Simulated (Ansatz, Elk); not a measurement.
## How far do independent atoms describe LiBe2P2?

Structure refinements treat a crystal as free atoms side by side. For a made-up structure of LiBe2P2 (cell and positions from a PBE relaxation) the runs below show what the calculated density changes in F(hkl).

Main program and level: Elk 11.2.3 (patched build); DFT, PBE, all-electron APW+lo, Dirac cores, scalar-relativistic bands, static density, no spin.

The structure was built from a prototype and need not be the compound's stable phase.

## 1. The structure

It takes space group I4/mmm (No. 139, tetragonal). The conventional cell has a = 3.586 Å, b = 3.586 Å, c = 10.745 Å, α = 90.00°, β = 90.00°, γ = 90.00°. Nearest to P lie 4 Be at 2.19 Å and 1 P at 2.84 Å and 4 Li at 2.91 Å. Nearest to Be lie 4 P at 2.19 Å. Nearest to Li lie 8 P at 2.91 Å. Farther neighbours are not listed.

## 2. Ground state and structure factors

An all-electron density is needed, since X-rays see the cores too. Task 0 finds the density and task 195 Fourier-transforms it; tshift is off so that phases refer to the origin typed.

elk.in

```
tasks
  0
  195

xctype
  20

spinpol
  .false.

rgkmax
  7.0

gmaxvr
  14.0

lmaxo
  7

lmaxapw
  8

swidth
  0.002

tshift
  .false.

ramdisk
  .false.

hmaxvr
  5.5

maxscl
  120

epspot
  1e-06

sppath
  './'

avec
  -3.38874999750 3.38874999750 10.15255543114
  3.38874999750 -3.38874999750 10.15255543114
  3.38874999750 3.38874999750 -10.15255543114

atoms
  3
  'P.in'
  2
  0.6322947298 0.6322947298 -0.0000000000   0.000000 0.000000 0.000000
  0.3677052702 0.3677052702 -0.0000000000   0.000000 0.000000 0.000000
  'Be.in'
  2
  0.2500000000 0.7500000000 0.5000000000   0.000000 0.000000 0.000000
  0.7500000000 0.2500000000 0.5000000000   0.000000 0.000000 0.000000
  'Li.in'
  1
  0.0000000000 0.0000000000 0.0000000000   0.000000 0.000000 0.000000

ngridk
  9 9 9
```

The run is started by

```console
> OMP_NUM_THREADS=4 elk
```

Numbers of over 12 decimals in the logs are rounded to 6 here.

Output:

```text
┌─────────────────────────┐
│ Elk code version 11.2.3 │
└─────────────────────────┘

All units are atomic (Hartree, Bohr, etc.)

┌─────────────────────────────────────────────────┐
│ Ground-state run starting from atomic densities │
└─────────────────────────────────────────────────┘

Lattice vectors :
  -3.388749998       3.388749998       10.15255543
   3.388749998      -3.388749998       10.15255543
   3.388749998       3.388749998      -10.15255543

Reciprocal lattice vectors :
  0.2114200464E-16  0.9270653356      0.3094386113
  0.9270653356      0.2114200464E-16  0.3094386113
  0.9270653356      0.9270653356     -0.9546998218E-17

Unit cell volume      :    466.3526202
Brillouin zone volume :   0.5318941134

Muffin-tin inner radius fraction :   0.1000000000E-01

Nuclei treated as point charges

Species : 1 (P)
 parameters loaded from : P.in
 name : phosphorus
 nuclear charge    :   -15.00000000
 electronic charge :    15.00000000
 atomic mass :    56461.71230
 muffin-tin radius :    2.200000000
 number of radial points in muffin-tin :    793
 inner part over the whole radius :   0.9987340520E-02
 number on inner part of muffin-tin    :    554
 approximate nuclear radius :   0.6081821256E-04
 number of mesh points to nuclear radius :    248
 atomic positions (lattice), magnetic fields (Cartesian) :
  1 :  -0.36770527 -0.36770527  0.00000000    0.00000000  0.00000000  0.00000000
  2 :   0.36770527  0.36770527  0.00000000    0.00000000  0.00000000  0.00000000

Species : 2 (Be)
 parameters loaded from : Be.in
 name : beryllium
 nuclear charge    :   -4.000000000
 electronic charge :    4.000000000
 atomic mass :    16428.20280
 muffin-tin radius :    1.800000000
 number of radial points in muffin-tin :    593
 inner part over the whole radius :   0.9826427374E-02
 number on inner part of muffin-tin    :    403
 approximate nuclear radius :   0.4290726161E-04
 number of mesh points to nuclear radius :    156
 atomic positions (lattice), magnetic fields (Cartesian) :
  1 :   0.25000000 -0.25000000  0.50000000    0.00000000  0.00000000  0.00000000
  2 :  -0.25000000  0.25000000  0.50000000    0.00000000  0.00000000  0.00000000

Species : 3 (Li)
 parameters loaded from : Li.in
 name : lithium
 nuclear charge    :   -3.000000000
 electronic charge :    3.000000000
 atomic mass :    12652.66898
 muffin-tin radius :    1.800000000
 number of radial points in muffin-tin :    593
 inner part over the whole radius :   0.9806707936E-02
 number on inner part of muffin-tin    :    401
 approximate nuclear radius :   0.4000070961E-04
 number of mesh points to nuclear radius :    148
 atomic positions (lattice), magnetic fields (Cartesian) :
  1 :   0.00000000  0.00000000  0.00000000    0.00000000  0.00000000  0.00000000

Total number of atoms per unit cell :    5
Total muffin-tin volume :    162.4915496
 ratio of muffin-tin to unit cell volume :   0.3484306565

Spin treatment :
 spin-unpolarised

Number of Bravais lattice symmetries :   16
Number of crystal symmetries         :   16
Crystal has inversion symmetry
Real symmetric eigensolver will be used

k-point grid :      9     9     9
k-point offset :    0.000000000       0.000000000       0.000000000
k-point set is reduced with full crystal symmetry group
Total number of k-points :       75

Muffin-tin radius times maximum |G+k| :    7.000000000
 using average radius
Maximum |G+k| for APW functions       :    3.571428571
Maximum (1/2)|G+k|²                   :    6.377551020
Maximum |G| for potential and density :    14.00000000
Constant for pseudocharge density :    8
 order of it for each species :   15  15  15
 order of it for pair densities of each species (exact exchange by exxq0 0: 16) :   12   7   7
Radial integration step length :    1

G-vector grid sizes :     54    54    54
Number of G-vectors :    21529

Maximum angular momentum used for
 APW functions            :    8
 outer part of muffin-tin :    7
 inner part of muffin-tin :    2

Total nuclear charge    :   -41.00000000
[...]
from k-point 15 to k-point 58
Estimated direct band gap   :   0.4501423333E-02
 at k-point 66

Charges :
 core                        :    24.00000000
 valence                     :    17.00000000
 interstitial                :    6.312468190
 muffin-tins (core leakage)
  species : 1 (P)
   atom 1                    :    13.43179379     (  0.3155227200E-03)
   atom 2                    :    13.43179379     (  0.3155227200E-03)
  species : 2 (Be)
[...]
species : 3 (Li)
   atom 1                    :    2.057927760     (   0.000000000    )
 total in muffin-tins        :    34.68753181
 total calculated charge     :    40.99687520
 total charge                :    41.00000000
 error                       :   0.3124795667E-02

RMS change in Kohn-Sham potential (target) :    8.708044528     (  0.1000000000E-05)
Absolute change in total energy (target)   :    1.376622398     (  0.1000000000E-03)

[... loops 3 to 15 left out ...]

┌──────────────────┐
│ Loop number : 16 │
└──────────────────┘

Energies :
 Fermi                       :     0.190277
 sum of occupied eigenvalues :     -395.28562426250
 electron kinetic            :      723.47607038083
 core electron kinetic       :      695.80144698107
 Coulomb                     :     -1390.6694438295
 Coulomb potential           :     -1048.9070435323
 nuclear-nuclear             :     -128.21988070033
 electron-nuclear            :     -1478.2827792303
 Hartree                     :      215.83321610108
 Madelung                    :     -866.21592206342
 xc potential                :     -69.854651111071
 exchange                    :     -52.594270848595
 correlation                 :     -1.528420
 electron entropic           :    -0.41795499296528E-03
 total energy                :     -721.31648199085

Density of states at Fermi energy :    30.43819799
 (states/Hartree/unit cell)

Estimated indirect band gap :   0.9031577736E-03
 from k-point 57 to k-point 61
Estimated direct band gap   :   0.5854554776E-02
 at k-point 66

Charges :
 core                        :    24.00000000
 valence                     :    17.00000000
 interstitial                :    6.423754623
 muffin-tins (core leakage)
  species : 1 (P)
[...]
species : 2 (Be)
[...]
species : 3 (Li)
   atom 1                    :    2.079688130     (   0.000000000    )
 total in muffin-tins        :    34.57624538
 total calculated charge     :    40.99694440
 total charge                :    41.00000000
 error                       :   0.3055600484E-02

RMS change in Kohn-Sham potential (target) :   0.7835951289E-06 (  0.1000000000E-05)
Absolute change in total energy (target)   :   0.4872346722E-05 (  0.1000000000E-03)

Convergence targets achieved

┌──────────────────┐
│ Loop number : 17 │
└──────────────────┘

Energies :
 Fermi                       :     0.190277
 sum of occupied eigenvalues :     -395.28562301977
 electron kinetic            :      723.47607153878
 core electron kinetic       :      695.80144774776
 Coulomb                     :     -1390.6694438351
 Coulomb potential           :     -1048.9070435205
 nuclear-nuclear             :     -128.21988070033
 electron-nuclear            :     -1478.2827792051
 Hartree                     :      215.83321607027
 Madelung                    :     -866.21592207488
 xc potential                :     -69.854651038036
 exchange                    :     -52.594270843263
 correlation                 :     -1.528420
 electron entropic           :    -0.41795499627843E-03
 total energy                :     -721.31648083448

Density of states at Fermi energy :    30.43819834
 (states/Hartree/unit cell)

Estimated indirect band gap :   0.9031568541E-03
 from k-point 57 to k-point 61
Estimated direct band gap   :   0.5854555825E-02
 at k-point 66

Charges :
 core                        :    24.00000000
 valence                     :    17.00000000
 interstitial                :    6.423754619
 muffin-tins (core leakage)
  species : 1 (P)
[...]
atom 2                    :    13.42419402     (  0.3152196523E-03)
  species : 2 (Be)
   atom 1                    :    2.824084608     (  0.1148249210E-02)
   atom 2                    :    2.824084608     (  0.1148249210E-02)
  species : 3 (Li)
   atom 1                    :    2.079688130     (   0.000000000    )
 total in muffin-tins        :    34.57624538
 total calculated charge     :    40.99694440
 total charge                :    41.00000000
 error                       :   0.3055600481E-02

┌──────────────────────────────┐
│ Self-consistent loop stopped │
└──────────────────────────────┘

Warning : core states of species 1 leak from the muffin-tin :   0.3152196523E-03

Warning : core states of species 2 leak from the muffin-tin :   0.1148249210E-02

Wrote STATE.OUT
```

Wall time 19 s (4 threads of AMD EPYC 9B45 (Zen 5), shared host); peak memory 0.19 GiB.

SFACRHO.OUT:

```text

h k l indices transformed by vhmat matrix:
   1.000000000       0.000000000       0.000000000    
   0.000000000       1.000000000       0.000000000    
   0.000000000       0.000000000       1.000000000    

      h      k      l  multipl.   |H|            Re(F)            Im(F)           |F|

      0      0      0      1   0.0000000       40.999999      0.27230346E-15   40.999999    
     -1     -1      1      2  0.61887722      -6.7719700      0.38277830E-15   6.7719700    
      1      0     -1      8  0.97734456      -14.119844     -0.40975931E-16   14.119844    
     -2     -2      2      2   1.2377544      -14.952207     -0.98858935E-15   14.952207    
     -1      1      0      4   1.3110684       18.281555     -0.72229021E-16   18.281555    
     -1     -2      1      8   1.3119529       18.534935     -0.82305997E-15   18.534935    
      1      1      0      8   1.4497963       3.8830173     -0.17774077E-14   3.8830173    
     -2     -2      1      8   1.8030353      -19.585692     -0.15836604E-14   19.585692    
      3      2     -2      8   1.8036786       10.934612      0.34239774E-18   10.934612    
     -1      1      1      4   1.8541307       22.569533     -0.19421626E-14   22.569533    
     -3     -3      3      2   1.8566317       2.9756271      0.12001722E-14   2.9756271    
      0      2     -2      8   1.9546891      -3.3790954     -0.81082868E-15   3.3790954    
      0      1     -2     16   2.0959492      -9.7573419     -0.18410205E-16   9.7573419    
      1      3     -3      8   2.2293130      -11.373945      0.11242474E-14   11.373945    
     -3      0      2     16   2.2713478       14.150561      0.28540901E-16   14.150561    
     -3     -3      2      8   2.2728795       9.0173574      0.21909552E-14   9.0173574    
     -3     -4      3      8   2.3561219      -12.862338      0.15330454E-16   12.862338    
      4      4     -4      2   2.4755089       18.983934      0.14802416E-14   18.983934
```

Elk indexes on the primitive cell of elk.in and gives |H| = 4π sin θ/λ in inverse bohr. Below, one row stands for each form hkl of the conventional cell (m members, Friedel mates merged), F is for one primitive cell and the density is static (no thermal factor). Free-atom factors are Waasmaier and Kirfel's, and R is Σm||F|−|F'||/Σm|F|.

```tsv
hkl	m	sin θ/λ (Å⁻¹)	abs F, DFT	neutral atoms	diff.
002	2	0.093	6.772	6.485	+0.287
101	8	0.147	14.120	13.876	+0.244
004	2	0.186	14.952	14.875	+0.077
110	4	0.197	18.282	18.380	-0.099
103	8	0.197	18.535	18.318	+0.217
112	8	0.218	3.883	3.800	+0.083
114	8	0.271	19.586	19.640	-0.055
105	8	0.271	10.935	11.079	-0.144
200	4	0.279	22.570	22.816	-0.246
006	2	0.279	2.976	2.901	+0.074
202	8	0.294	3.379	3.474	-0.095
211	16	0.315	9.757	9.862	-0.105
204	8	0.335	11.374	11.415	-0.041
213	16	0.342	14.151	14.356	-0.206
```

## 3. The highest occupied states alone

An energy window below the Fermi level keeps the highest occupied states, to see at which angles they scatter; shallow core shells can lie inside it and anion s states outside. No new self-consistency is needed.

elk.in: that of step 2 with these lines changed.

```diff
@@ -1,3 +1,2 @@
 tasks
-  0
   195
@@ -40,2 +39,5 @@
 
+wsfac
+  -0.250710 0.490280
+
 sppath
```

The run is started by

```console
> OMP_NUM_THREADS=4 elk
```

Output:

```text
┌─────────────────────────────────┐
│ Elk code version 11.2.3 started │
└─────────────────────────────────┘

Info(readinput): the functional depends on the density's gradient
 muffin-tin radial points multiplied by    2.00000
 (not where nrmtscf is given)

┌────────────────────┐
│ Current task : 195 │
└────────────────────┘

Info(sfacrho): density structure factors written to SFACRHO.OUT

 Energy window :  -0.2507100000      0.4902800000

┌──────────────────┐
│ Elk code stopped │
└──────────────────┘
```

It took 2.7 s on 4 threads; peak memory 0.16 GiB; 3.6 s of CPU time.

States within 12 eV below the Fermi level hold 14.78 electrons; any levels below the window count with the cores, and a count that is not whole means the window cuts a band. Their amplitudes can exceed the total, where window and core parts have opposite phase:

```tsv
hkl	sin θ/λ (Å⁻¹)	abs F, window	abs F, all
002	0.093	2.911	6.772
101	0.147	2.966	14.120
004	0.186	1.982	14.952
110	0.197	1.555	18.282
103	0.197	1.855	18.535
112	0.218	0.178	3.883
114	0.271	0.341	19.586
105	0.271	0.069	10.935
200	0.279	0.030	22.570
006	0.279	0.161	2.976
```

## 4. Another functional

The difference from free atoms is small, so it is set against the change that LDA (Perdew-Wang) makes.

elk.in: that of step 3 with these lines changed.

```diff
@@ -1,2 +1,3 @@
 tasks
+  0
   195
@@ -4,3 +5,3 @@
 xctype
-  20
+  3
 
@@ -39,5 +40,2 @@
 
-wsfac
-  -0.250710 0.490280
-
 sppath
```

The run is started by

```console
> OMP_NUM_THREADS=4 elk
```

Output:

```text
┌─────────────────────────┐
│ Elk code version 11.2.3 │
└─────────────────────────┘

All units are atomic (Hartree, Bohr, etc.)

┌─────────────────────────────────────────────────┐
│ Ground-state run starting from atomic densities │
└─────────────────────────────────────────────────┘

Lattice vectors :
  -3.388749998       3.388749998       10.15255543
   3.388749998      -3.388749998       10.15255543
   3.388749998       3.388749998      -10.15255543

Reciprocal lattice vectors :
  0.2114200464E-16  0.9270653356      0.3094386113
[...]
atom 2                    :    2.831099349     (  0.1251255450E-02)
  species : 3 (Li)
   atom 1                    :    2.082955406     (   0.000000000    )
 total in muffin-tins        :    34.58904191
 total calculated charge     :    40.99673806
 total charge                :    41.00000000
 error                       :   0.3261937575E-02

┌──────────────────────────────┐
│ Self-consistent loop stopped │
└──────────────────────────────┘

Warning : core states of species 1 leak from the muffin-tin :   0.3140905570E-03

Warning : core states of species 2 leak from the muffin-tin :   0.1251255450E-02

Wrote STATE.OUT
[key lines of the parts left out:]
total energy                :     -718.69546224691
```

Elapsed: 13 s, on 4 threads; peak memory 0.16 GiB.

Against the first run R = 0.26 %; the largest change is -0.064 at 420.

## 5. Basis size

The basis and the expansions that go with it are enlarged, to see whether the differences are converged.

elk.in: that of step 4 with these lines changed.

```diff
@@ -5,3 +5,3 @@
 xctype
-  3
+  20
 
@@ -11,12 +11,12 @@
 rgkmax
-  7.0
+  8.5
 
 gmaxvr
-  14.0
+  18.0
 
 lmaxo
-  7
+  9
 
 lmaxapw
-  8
+  10
```

The run is started by

```console
> OMP_NUM_THREADS=4 elk
```

Output:

```text
┌─────────────────────────┐
│ Elk code version 11.2.3 │
└─────────────────────────┘

All units are atomic (Hartree, Bohr, etc.)

┌─────────────────────────────────────────────────┐
│ Ground-state run starting from atomic densities │
└─────────────────────────────────────────────────┘

Lattice vectors :
  -3.388749998       3.388749998       10.15255543
   3.388749998      -3.388749998       10.15255543
   3.388749998       3.388749998      -10.15255543

Reciprocal lattice vectors :
  0.2114200464E-16  0.9270653356      0.3094386113
[...]
atom 2                    :    2.824484789     (  0.1148395437E-02)
  species : 3 (Li)
   atom 1                    :    2.079685896     (   0.000000000    )
 total in muffin-tins        :    34.57752787
 total calculated charge     :    40.99706829
 total charge                :    41.00000000
 error                       :   0.2931706505E-02

┌──────────────────────────────┐
│ Self-consistent loop stopped │
└──────────────────────────────┘

Warning : core states of species 1 leak from the muffin-tin :   0.3152392907E-03

Warning : core states of species 2 leak from the muffin-tin :   0.1148395437E-02

Wrote STATE.OUT
[key lines of the parts left out:]
total energy                :     -721.31670964406
```

The job ended after 45 s (4 threads; peak memory 0.38 GiB; 2.4 min of CPU time).

Against the first run R = 0.00 %; the largest change is +0.001 at 2 0 12.

## 6. Settings against the effect

```tsv
run	R against the first run (%)	R against neutral atoms, low angle (%)	wall time
PBE, rgkmax 7	0.00	1.15	19 s
LDA (Perdew-Wang)	0.26	1.10	13 s
rgkmax 8.5 with larger expansions	0.00	1.15	45 s
```

## 7. Outcome

```json
{"R against neutral atoms, sin θ/λ < 0.3 Å⁻¹": "1.15 %", "R against neutral atoms, 0.3 to 0.82 Å⁻¹": "0.44 %"}
```

Independent neutral atoms miss the calculated amplitudes by R = 1.15 % below 0.3 Å⁻¹ and 0.44 % from there to 0.82 Å⁻¹; by shells, 2.00 % below 0.15 Å⁻¹ (2 forms), 0.99 % 0.15 to 0.3 (9 forms), 0.65 % 0.3 to 0.45 (16 forms), 0.40 % above 0.45 (97 forms). Bonding, aspherical density and the tables' own atoms all enter these figures, and the runs don't part them. The largest change of an amplitude is +0.29 electrons, at 002. The window's part falls from 14.8 electrons at the origin to at most 0.26 between 0.45 and 0.82 Å⁻¹. Below 0.3 Å⁻¹ the changes that finished (LDA (Perdew-Wang) and rgkmax 8.5 with larger expansions) move F by R = 0.08 % at most, against the 1.15 % that separates it from free atoms. The k-mesh has no finished test. Part of the difference isn't bonding: the tables are fits to free atoms and ions calculated by other methods than this functional. Thermal motion, anomalous dispersion and extinction are left out.

[Logs are printed without paths, hosts, clocks, repeated set-up lines and the standing remarks that a program may print on its own settings, such as how far it seeks lower states.]

[Hosts, paths, dates, database ids (printed as entryN), source tags and the programs' standing remarks are cut or masked in the printed files.]
